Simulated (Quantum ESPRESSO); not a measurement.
# CoSi: which magnetic order is lowest

Does CoSi prefer parallel or opposed moments?

Method: LDA; plane waves with GBRV 1.5 LDA potentials, no spin-orbit coupling, in Quantum ESPRESSO 7.5.

The database entry behind the starting cell differs from later determinations by our own check (0.1 to 0.3 % short, probably kX units), so it need not match the best structure at ambient conditions.

**1. The starting structure**

It takes space group P2_13 (No. 198, cubic). The conventional cell has a = 4.438 Å, b = 4.438 Å, c = 4.438 Å, α = 90.00°, β = 90.00°, γ = 90.00°. Co has 7 Si at 2.28 to 2.47 Å nearest. Nearest to Si lie 7 Co at 2.28 to 2.47 Å. Farther neighbours are not listed.

The cell comes from the Crystallography Open Database.

**2. Run 1, typed as ferro ++++**

The signs are those of the starting moments on the seeded atoms, the atoms that are given a moment.

File pw.in:

```
&CONTROL
  calculation = 'scf'
  prefix = 'pwscf'
  outdir = './tmp'
  pseudo_dir = './pseudo'
  disk_io = 'nowf'
/
&SYSTEM
  ibrav = 0
  celldm(1) = 8
  nat = 8
  ntyp = 2
  ecutwfc = 40
  ecutrho = 280
  nbnd = 59
  occupations = 'smearing'
  smearing = 'fd'
  degauss = 0.00734986
  nspin = 2
  starting_magnetization(1) = 0.1176
  starting_magnetization(2) = 0
/
&ELECTRONS
  conv_thr = 1.6d-08
  electron_maxstep = 150
  mixing_beta = 0.3
/
ATOMIC_SPECIES
Co     58.9332 co_lda_v1.2.uspp.F.UPF
Si     28.0850 si_lda_v1.uspp.F.UPF
CELL_PARAMETERS alat
   1.0483255676361    0.0000000000000    0.0000000000000
   0.0000000000000    1.0483255676361    0.0000000000000
   0.0000000000000    0.0000000000000    1.0483255676361
ATOMIC_POSITIONS crystal
Co      0.1400000000    0.1400000000    0.1400000000
Co      0.3600000000    0.8600000000    0.6400000000
Co      0.6400000000    0.3600000000    0.8600000000
Co      0.8600000000    0.6400000000    0.3600000000
Si      0.8430000000    0.8430000000    0.8430000000
Si      0.6570000000    0.1570000000    0.3430000000
Si      0.3430000000    0.6570000000    0.1570000000
Si      0.1570000000    0.3430000000    0.6570000000
K_POINTS automatic
6 6 6 0 0 0
```

Run with:

```console
> OMP_NUM_THREADS=1 mpirun -n 4 pw.x -nk 4 -in pw.in > pw.out
```

Log:

```text
Program PWSCF v.7.5 starts

     Message from routine setup:
     using ibrav=0 with symmetry is DISCOURAGED, use correct ibrav instead

     K-points division:     npool     =       4
     Subspace diagonalization in iterative solution of the eigenvalue problem:

     G-vector sticks info
     --------------------
     sticks:   dense  smooth     PW     G-vecs:    dense   smooth      PW
     Sum        1565     885    277                46681    20197    3407

     Using Slab Decomposition

     bravais-lattice index     =            0
     lattice parameter (alat)  =       8.0000  a.u.
     unit-cell volume          =     589.8730 (a.u.)^3
     number of atoms/cell      =            8
     number of atomic types    =            2
     number of electrons       =        84.00
     number of Kohn-Sham states=           59
     kinetic-energy cutoff     =      40.0000  Ry
     charge density cutoff     =     280.0000  Ry
     scf convergence threshold =      1.6E-08
     mixing beta               =       0.3000
     number of iterations used =            8  plain     mixing
     Exchange-correlation= SLA  PZ   NOGX NOGC
                           (   1   1   0   0   0   0   0)

     celldm(1)=   8.000000  celldm(2)=   0.000000  celldm(3)=   0.000000
     celldm(4)=   0.000000  celldm(5)=   0.000000  celldm(6)=   0.000000

     crystal axes: (cart. coord. in units of alat)
               a(1) = (   1.048326   0.000000   0.000000 )
               a(2) = (   0.000000   1.048326   0.000000 )
               a(3) = (   0.000000   0.000000   1.048326 )

     reciprocal axes: (cart. coord. in units 2 pi/alat)
               b(1) = (  0.953902  0.000000  0.000000 )
               b(2) = (  0.000000  0.953902  0.000000 )
               b(3) = (  0.000000  0.000000  0.953902 )

     PseudoPot. # 1 for Co read from file:
     co_lda_v1.2.uspp.F.UPF
     Pseudo is Ultrasoft + core correction, Zval = 17.0
     Generated by new atomic code, or converted to UPF format
     Using radial grid of  863 points,  6 beta functions with:
                l(1) =   0
                l(2) =   0
                l(3) =   1
                l(4) =   1
                l(5) =   2
                l(6) =   2
     Q(r) pseudized with  8 coefficients,  rinner =    1.200   1.200   1.200
                                                       1.200   1.200

     PseudoPot. # 2 for Si read from file:
     si_lda_v1.uspp.F.UPF
     Pseudo is Ultrasoft + core correction, Zval =  4.0
     Generated by new atomic code, or converted to UPF format
     Using radial grid of  899 points,  6 beta functions with:
                l(1) =   0
                l(2) =   0
                l(3) =   1
                l(4) =   1
                l(5) =   2
                l(6) =   2
     Q(r) pseudized with  8 coefficients,  rinner =    0.900   0.900   0.900
                                                       0.900   0.900

     atomic species   valence    mass     pseudopotential
     Co               17.00    58.93320     Co( 1.00)
     Si                4.00    28.08500     Si( 1.00)

     Starting magnetic structure
     atomic species   magnetization
     Co              0.118
     Si              0.000

     12 Sym. Ops. (no inversion) found ( 9 have fractional translation)

   Cartesian axes

     site n.     atom                  positions (alat units)
         1        Co     tau(   1) = (   0.1467656   0.1467656   0.1467656  )
         2        Co     tau(   2) = (   0.3773972   0.9015600   0.6709284  )
         3        Co     tau(   3) = (   0.6709284   0.3773972   0.9015600  )
         4        Co     tau(   4) = (   0.9015600   0.6709284   0.3773972  )
         5        Si     tau(   5) = (   0.8837385   0.8837385   0.8837385  )
         6        Si     tau(   6) = (   0.6887499   0.1645871   0.3595757  )
         7        Si     tau(   7) = (   0.3595757   0.6887499   0.1645871  )
         8        Si     tau(   8) = (   0.1645871   0.3595757   0.6887499  )

     number of k points=    24  Fermi-Dirac smearing, width (Ry)=  0.0073
                       cart. coord. in units 2pi/alat
        k(    1) = (   0.0000000   0.0000000   0.0000000), wk =   0.0046296
        k(    2) = (   0.0000000   0.0000000   0.1589837), wk =   0.0277778
        k(    3) = (   0.0000000   0.0000000   0.3179674), wk =   0.0277778
        k(    4) = (   0.0000000   0.0000000  -0.4769511), wk =   0.0138889
        k(    5) = (   0.0000000   0.1589837   0.1589837), wk =   0.0555556
        [... 19 further k-points ...]

     Dense  grid:    46681 G-vectors     FFT dimensions: (  48,  48,  48)

     Smooth grid:    20197 G-vectors     FFT dimensions: (  36,  36,  36)

     Check: negative core charge=   -0.000027
     Generating pointlists ...
     new r_m :   0.2225 (alat units)  1.7796 (a.u.) for type    1
     new r_m :   0.2225 (alat units)  1.7796 (a.u.) for type    2

     Initial potential from superposition of free atoms

     starting charge      79.9976, renormalised to      84.0000
     Starting wfcs are   68 randomized atomic wfcs

     Self-consistent Calculation

     iteration #  1     ecut=    40.00 Ry     beta= 0.30
     Davidson diagonalization with overlap
     ethr =  1.00E-02,  avg # of iterations =  4.9

     total energy              =   -1210.99620832 Ry
     estimated scf accuracy    <      61.15199053 Ry

     total magnetization       =     2.31 Bohr mag/cell
     absolute magnetization    =     2.95 Bohr mag/cell

     iteration #  2     ecut=    40.00 Ry     beta= 0.30
     Davidson diagonalization with overlap
     ethr =  1.00E-02,  avg # of iterations =  3.0

     total energy              =   -1229.16066348 Ry
     estimated scf accuracy    <      47.61163834 Ry

     total magnetization       =     0.19 Bohr mag/cell
     absolute magnetization    =     0.52 Bohr mag/cell

     iteration #  3     ecut=    40.00 Ry     beta= 0.30
     Davidson diagonalization with overlap
     ethr =  1.00E-02,  avg # of iterations =  2.0

     total energy              =   -1232.26821153 Ry
     estimated scf accuracy    <       2.94841298 Ry

     total magnetization       =     0.86 Bohr mag/cell
     absolute magnetization    =     1.98 Bohr mag/cell

     [... further iterations left out ...]

     iteration # 11     ecut=    40.00 Ry     beta= 0.30
     Davidson diagonalization with overlap
     ethr =  8.24E-07,  avg # of iterations =  2.3

     total energy              =   -1232.31677338 Ry
     estimated scf accuracy    <       0.00023818 Ry

     total magnetization       =     0.01 Bohr mag/cell
     absolute magnetization    =     0.03 Bohr mag/cell

     iteration # 12     ecut=    40.00 Ry     beta= 0.30
     Davidson diagonalization with overlap
     ethr =  2.84E-07,  avg # of iterations =  1.7

     total energy              =   -1232.31680746 Ry
     estimated scf accuracy    <       0.00000225 Ry

     total magnetization       =    -0.00 Bohr mag/cell
     absolute magnetization    =     0.00 Bohr mag/cell

     iteration # 13     ecut=    40.00 Ry     beta= 0.30
     Davidson diagonalization with overlap
     ethr =  2.68E-09,  avg # of iterations =  3.9

     total energy              =   -1232.31680862 Ry
     estimated scf accuracy    <       0.00000078 Ry

     total magnetization       =     0.00 Bohr mag/cell
     absolute magnetization    =     0.00 Bohr mag/cell

     iteration # 14     ecut=    40.00 Ry     beta= 0.30
     Davidson diagonalization with overlap
     ethr =  9.33E-10,  avg # of iterations =  1.9

     Magnetic moment per site  (integrated on atomic sphere of radius R)
     atom   1 (R=0.222)  charge= 15.3088  magn=  0.0002
     atom   2 (R=0.222)  charge= 15.3088  magn=  0.0002
     atom   3 (R=0.222)  charge= 15.3088  magn=  0.0002
     atom   4 (R=0.222)  charge= 15.3088  magn=  0.0002
     atom   5 (R=0.222)  charge=  1.7143  magn= -0.0000
     atom   6 (R=0.222)  charge=  1.7143  magn= -0.0000
     atom   7 (R=0.222)  charge=  1.7143  magn= -0.0000
     atom   8 (R=0.222)  charge=  1.7143  magn= -0.0000

     End of self-consistent calculation

     [... lines left out ...]
     the Fermi energy is    16.2434 ev

!    total energy              =   -1232.31680879 Ry
     estimated scf accuracy    <       0.00000001 Ry
     smearing contrib. (-TS)   =      -0.00578009 Ry
     internal energy E=F+TS    =   -1232.31102870 Ry

     The total energy is F=E-TS. E is the sum of the following terms:
     one-electron contribution =    -813.41812957 Ry
     hartree contribution      =     458.16561450 Ry
     xc contribution           =    -147.27924313 Ry
     ewald contribution        =    -729.77927050 Ry

     total magnetization       =     0.00 Bohr mag/cell
     absolute magnetization    =     0.00 Bohr mag/cell

     convergence has been achieved in  14 iterations

=------------------------------------------------------------------------------=
   JOB DONE.
=------------------------------------------------------------------------------=
```

Wall time 58 s (4 MPI ranks of Arm Neoverse V1, shared host); peak memory 0.55 GiB.

Spin moment in the atom's sphere by atom:

```csv
atom,spin moment in the atom's sphere (μB)
Co1,0.0002
Co2,0.0002
Co3,0.0002
Co4,0.0002
Si5,0.0000
Si6,0.0000
Si7,0.0000
Si8,0.0000
```

Read from the output:

```yaml
smearing_term_ts: 0.07864 eV
magnetization: 0 μB
absolute_magnetization: 0 μB
final_state: non-magnetic
```

(Continued in part 2 of 2.)

[Logs and program files are shortened in this print: banners, set-up blocks, solver, clock and traceback lines can be left out without a mark of their own.]

[Logs are printed without paths, hosts, clocks, repeated set-up lines and the standing remarks that a program may print on its own settings, such as how far it seeks lower states.]

[Hosts, paths, dates, database ids (printed as entryN), source tags and the programs' standing remarks are cut or masked in the printed files.]

[Where a cell is said to come from a database of computed structures, the database is the Materials Project.]
